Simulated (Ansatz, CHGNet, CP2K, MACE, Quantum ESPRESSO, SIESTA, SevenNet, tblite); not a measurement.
# tblite on Na+ TFSI- in propylene carbonate and ethylene carbonate at 330 K (114 atoms): settings against a plane-wave reference

Aim: run Na+ TFSI- in propylene carbonate and ethylene carbonate at 330 K (114 atoms) in tblite and see how near its forces come to a plane-wave reference, and at what cost.

Program: tblite 0.8.0. Level of theory: the method is named at each step. Results are calculated unless marked as measured.

### Step 1. The structure

The cell holds 114 atoms: 2 N, 4 S, 29 O, 29 C, 12 F, 36 H and 2 Na. Its edges and angles: a = 11.218 Å, b = 11.218 Å, c = 11.218 Å, α = 90.0°, β = 90.0°, γ = 90.0°. 4 propylene carbonate, 3 ethylene carbonate, 2 Na+, 2 TFSI- placed at random, at 1.5 g/cm³; overlaps pushed apart, then 10 ps at 550 K with Joung-Cheatham ions (J. Phys. Chem. B 112, 9020 (2008)); MMFF94 bonds, angles, torsions, charges and radii (Halgren, J. Comput. Chem. 17, 490 (1996)) in harmonic and 12-6 forms; charges of ions scaled by 0.8. Snapshot after 30 ps at 330 K and fixed volume. Then every atom was moved at random, 0.05 Å r.m.s. a Cartesian component (hydrogen 0.6 of that).

The yardstick, on the same geometry:

- method: Kohn-Sham DFT, PBE, PAW, plane waves (Ansatz 0.2.0); cutoff 420 eV, Γ point, fermi-dirac smearing of 0.05 eV; PAW set soft_2
- r.m.s. force component: 3.036 eV/Å
- longest force: 18.61 eV/Å
- pressure: 6.008 GPa
- gap (highest filled to lowest empty level): 3.776 eV
- SCF cycles: 11
- time: 8.8 s on 8 threads of Arm Neoverse V2, shared host
- CPU time: 64 s

### Step 2. GFN2-xTB

Method: GFN2-xTB tight binding, diagonalisation.

run.py

```python
import numpy as np
from ase.io import read
from tblite.ase import TBLite

atoms = read("structure.xyz")
atoms.calc = TBLite(method="GFN2-xTB", electronic_temperature=580, accuracy=1.0, max_iterations=250, mixer_damping=0.4, verbosity=1)
energy = atoms.get_potential_energy()
forces = atoms.get_forces()
print(f"energy {energy:.6f} eV")
print("forces (eV/A)")
for i, (a, f) in enumerate(zip(atoms, forces)):
    print(f"{i:4d} {a.symbol:2s} {f[0]:10.5f} {f[1]:10.5f} {f[2]:10.5f}")
stress = -atoms.get_stress(voigt=False) * 160.21766
print("stress (GPa, compression positive)")
for row in stress:
    print(" ".join(f"{x:10.4f}" for x in row))
print("charges (e)")
print(np.array2string(atoms.get_charges(), precision=4, suppress_small=True, max_line_width=110, threshold=100000))
```

structure.xyz

```xyz
114
Lattice="11.21847 0.00000 0.00000 0.00000 11.21847 0.00000 0.00000 0.00000 11.21847" Properties=species:S:1:pos:R:3 pbc="T T T"
N 5.14008 5.92694 4.95049
S 6.20269 6.67364 3.90403
O 7.41990 6.69417 4.45844
O 5.69887 7.73693 3.23238
C 6.16343 5.34190 2.66315
F 5.17923 4.57657 2.82234
F 5.91752 5.74543 1.40063
F 7.31411 4.65948 2.58159
S 6.08748 4.99155 5.88768
O 7.09142 4.39315 5.37836
O 5.23398 4.17462 6.69518
C 6.68037 6.28167 7.08009
F 5.89407 7.47958 6.94749
F 7.99518 6.54945 6.90732
F 6.79054 5.79961 8.41296
N 8.62611 0.63182 7.54913
S 9.91578 10.74483 7.93157
O 10.07430 9.55926 7.26575
O 10.11087 10.48366 9.33388
C 0.07101 0.78024 7.61297
F 0.13855 0.81648 6.13392
F 0.00101 2.00396 7.93258
F 1.29843 0.25937 7.82185
S 7.44188 10.84759 7.50729
O 7.40385 9.87080 6.40664
O 6.28818 0.43214 7.49540
C 7.31175 9.82155 9.10289
F 6.11216 9.33130 9.32019
F 7.67175 10.51137 10.19624
F 7.96321 8.74424 9.11523
C 0.04678 4.49692 5.04326
C 1.54198 4.63749 4.40415
C 1.47198 3.62648 3.28342
O 1.78060 2.35341 4.00039
C 2.52629 2.66663 5.11394
O 3.14364 1.88549 5.81969
O 2.42846 4.10484 5.38464
H 10.45247 5.00434 4.43758
H 11.12132 3.50185 5.36636
H 0.19307 5.18686 6.00009
H 1.85239 5.60508 4.14680
H 0.58325 3.56321 2.82773
H 2.30124 3.70008 2.62557
C 3.74057 10.09068 6.27685
C 3.01855 9.15741 5.36232
C 2.86845 9.55264 4.05492
O 1.62556 8.64720 3.73418
C 1.00058 8.29707 4.90460
O 11.21735 7.90420 5.02543
O 1.79630 8.87594 5.90383
H 4.64972 10.46784 5.69472
H 2.97592 10.98827 6.28100
H 3.82662 9.76523 7.33026
H 3.65229 8.13418 5.34392
H 2.43026 10.46986 3.98805
H 3.48087 9.34173 3.33233
[... 54 atom lines left out ...]
H 7.78304 2.52943 0.66638
H 8.28103 1.89132 10.38426
Na 8.88985 8.45637 5.55303
Na 4.73879 2.01719 7.64483
```

Started as:

```bash
$ OMP_NUM_THREADS=1 python run.py > output.txt
```

Log:

```text
------------------------------------------------------------
  cycle        total energy    energy error   density error
------------------------------------------------------------
      1     -270.6203604150  -2.7250740E+02   2.9689943E-01
      2     -274.0843757570  -3.4640153E+00   1.8513967E-01
      3     -274.3550432689  -2.7066751E-01   1.0590369E-01
      4     -274.3562144458  -1.1711769E-03   3.2398421E-02
      5     -274.3987224169  -4.2507971E-02   1.9231235E-02
      6     -274.4082747035  -9.5522867E-03   9.5849477E-03
      7     -274.4093352905  -1.0605870E-03   4.0637594E-03
      8     -274.4094820578  -1.4676731E-04   2.0000821E-03
      9     -274.4095277834  -4.5725599E-05   1.3078298E-03
     10     -274.4095660440  -3.8260620E-05   3.7411036E-04
     11     -274.4095684123  -2.3682114E-06   1.9734665E-04
     12     -274.4095694497  -1.0374190E-06   6.1184425E-05
     13     -274.4095695483  -9.8580699E-08   2.1767067E-05
     14     -274.4095695504  -2.1254891E-09   8.5687200E-06
------------------------------------------------------------
 total:                                   6.964 sec
energy -7467.064726 eV
forces (eV/A)
   0 N     1.96460    0.36313   -0.43932
   1 S    -5.93213   -4.79776    1.40781
   2 O     7.19283    0.99583    2.69563
   3 O    -2.08752    4.59715   -2.26028
   4 C     1.96170    0.88768   -2.32879
   5 F    -2.41163   -2.95681    1.52962
   6 F     0.68682    1.12538   -0.60957
   7 F    -0.01327   -0.29143    0.24305
   8 S   -13.45224    6.80711    5.17445
   9 O    12.01650   -6.77016   -6.24407
  10 O    -0.48978   -0.24294    0.52509
  11 C     1.07689    1.35903    2.02752
  12 F     1.92715   -2.46026    0.94821
  13 F    -0.84722    0.52491   -0.45910
  14 F    -1.43313    1.07288   -1.82744
  15 N     2.81785   -2.90319    0.90575
  16 S    -0.35407    4.58714    2.68264
  17 O    -0.04486   -2.80993   -3.47439
  18 O    -0.72422    0.93214    0.51316
  19 C     2.14940   -1.74572   -4.29155
  20 F    -0.57333   -0.03820    1.84361
  21 F    -0.39737    0.92786    0.98761
  22 F    -0.83687    0.34310    0.94972
  23 S    -1.07244   -1.12311   -1.82387
[...]
106 C     1.22023    4.41477    0.54398
 107 O     1.17517   -1.82907    0.82820
 108 H     1.67845    0.50842    2.08065
 109 H    -0.03546    0.84890    0.92031
 110 H    -0.15138    0.07827    0.70042
 111 H     0.17083   -1.71681   -1.47159
 112 Na   -0.20270    0.34031    0.01329
 113 Na    0.04039    0.23965    0.16227
stress (GPa, compression positive)
    2.3665    -0.5730    -0.6966
   -0.5730     0.3559     0.5277
   -0.6966     0.5277     0.9405
charges (e)
[-0.6115  1.0182 -0.5388 -0.4545  0.3973 -0.1524 -0.1883 -0.1957  1.0313 -0.465  -0.5252  0.3502 -0.1919
 -0.1474 -0.1777 -0.5564  0.9931 -0.4682 -0.5243  0.3815 -0.2435 -0.0875 -0.1361  0.9655 -0.5787 -0.5024
  0.3957 -0.1654 -0.1902 -0.1429 -0.0971  0.1173  0.0692 -0.2655  0.4738 -0.3564 -0.2872  0.0606  0.0675
  0.0414  0.0684  0.1173  0.0718 -0.1117  0.1589  0.0607 -0.3333  0.5138 -0.2926 -0.3096  0.0505  0.0875
  0.0725 -0.0001  0.0838  0.0954 -0.1003  0.1414  0.0645 -0.26    0.4701 -0.4077 -0.2024  0.0579  0.064
  0.0478  0.0503  0.0656  0.0748 -0.0976  0.1356  0.0563 -0.277   0.5224 -0.4471 -0.2399  0.0589  0.0592
  0.0561  0.0584  0.0865  0.095  -0.4948  0.4441 -0.1395  0.0665  0.0921 -0.2217  0.0863  0.0952  0.0573
  0.0782 -0.4555  0.4898 -0.2925  0.0769  0.0756 -0.1904  0.0636  0.0658  0.0961  0.078  -0.4732  0.5114
 -0.1743  0.0632  0.0904 -0.3318  0.0807  0.1084  0.0722  0.0628  0.6839  0.6567]
```

Wall time 7.5 s (1 thread of Arm Neoverse V2, shared host); peak memory 0.15 GiB.

Banners, paths, timers and routine set-up lines are dropped from the logs unmarked, and long logs keep their key lines alone; longer cuts are marked.

Numbers from this run, and their distance from the reference:

* r.m.s. force component: 2.707 eV/Å
* r.m.s. difference of force components: 586.9 meV/Å
* longest difference of force vectors: 3161 meV/Å
* force difference over r.m.s. force: 19.33 %
* slope of forces against the reference's: 0.879
* correlation of force components: 0.9856
* pressure: 1.221 GPa
* pressure difference: -4.787 GPa

Length of the force difference by element (eV/Å):

```
element  atoms  mean  most
      C     29  0.90   1.5
      F     12  0.94   1.3
      H     36  0.21  0.52
      N      2  0.71  0.85
     Na      2  0.70   1.0
      O     29   1.2   3.2
      S      4   2.1   2.8
```

Local excerpt of 10 atoms (numbers count through the whole input) about S9, which bears the longest force; x, y, z are measured from there.

```
atom      x      y      z  distance (Å)  Mulliken charge (e)      Fx     Fy  Fz (eV/Å)
  S9   0.00   0.00   0.00          0.00                 1.03  -13.45   6.81       5.17
 O10   1.00  -0.60  -0.51          1.27                -0.47   12.02  -6.77      -6.24
 O11  -0.85  -0.82   0.81          1.43                -0.53   -0.49  -0.24       0.53
  N1  -0.95   0.94  -0.94          1.63                -0.61    1.96   0.36      -0.44
 C12   0.59   1.29   1.19          1.85                 0.35    1.08   1.36       2.03
  O3   1.33   1.70  -1.43          2.59                -0.54    7.19   1.00       2.70
  S2   0.12   1.68  -1.98          2.60                 1.02   -5.93  -4.80       1.41
 F14   1.91   1.56   1.02          2.67                -0.15   -0.85   0.52      -0.46
 F13  -0.19   2.49   1.06          2.71                -0.19    1.93  -2.46       0.95
 F15   0.70   0.81   2.53          2.74                -0.18   -1.43   1.07      -1.83
```

Atoms are counted from 1 here, from 0 in the log.

Forces lie 19 % from the reference's, at 0.12 times its CPU time (on 1 against 8 cores).

Left out of this page: tblite IPEA1-xTB (killed or ended with an error).

### Step 3. Summary of results

- force difference from the reference: tblite GFN2-xTB, 19 %
- its CPU time: 7.5 s

What this shows: Tight binding differs by 19 % (tblite GFN2-xTB); it is another model, with fitted parameters of its own, and the xTB methods hold dispersion. One electronic-structure run takes under half the reference's CPU time: tblite GFN2-xTB, at 19 % in 7.5 s against 64 s; its pressure misses by -4.8 GPa. Periodic xTB results under one method name differ between programs and library versions. Forces of 3.0 eV/Å r.m.s. are well above thermal ones: they come largely from the bond lengths of the classical model and from the random displacements, and they dominate the comparison. The network of contacts between molecules at the start is that of the classical potential that made the cell, and needn't be the one that DFT or experiment would give. The reference's PBE has no dispersion term, which matters for the binding between molecules or layers. The electronic-structure runs sample only Γ, in a cell whose shortest periodic width is 11 Å.

[Also dropped from logs without a mark: logging warnings of Python, and SIESTA's first energy breakdown and zero terms.]

[Logs are printed without paths, hosts, clocks, repeated set-up lines and the standing remarks that a program may print on its own settings, such as how far it seeks lower states.]

[Hosts, paths, dates, database ids (printed as entryN), source tags and the programs' standing remarks are cut or masked in the printed files.]

[The MMFF94 radii named for the starting cell were scaled by 0.96; in molecules described by MMFF94, hydrogen bound to N, O or S took a small fixed 12-6 site in their place.]
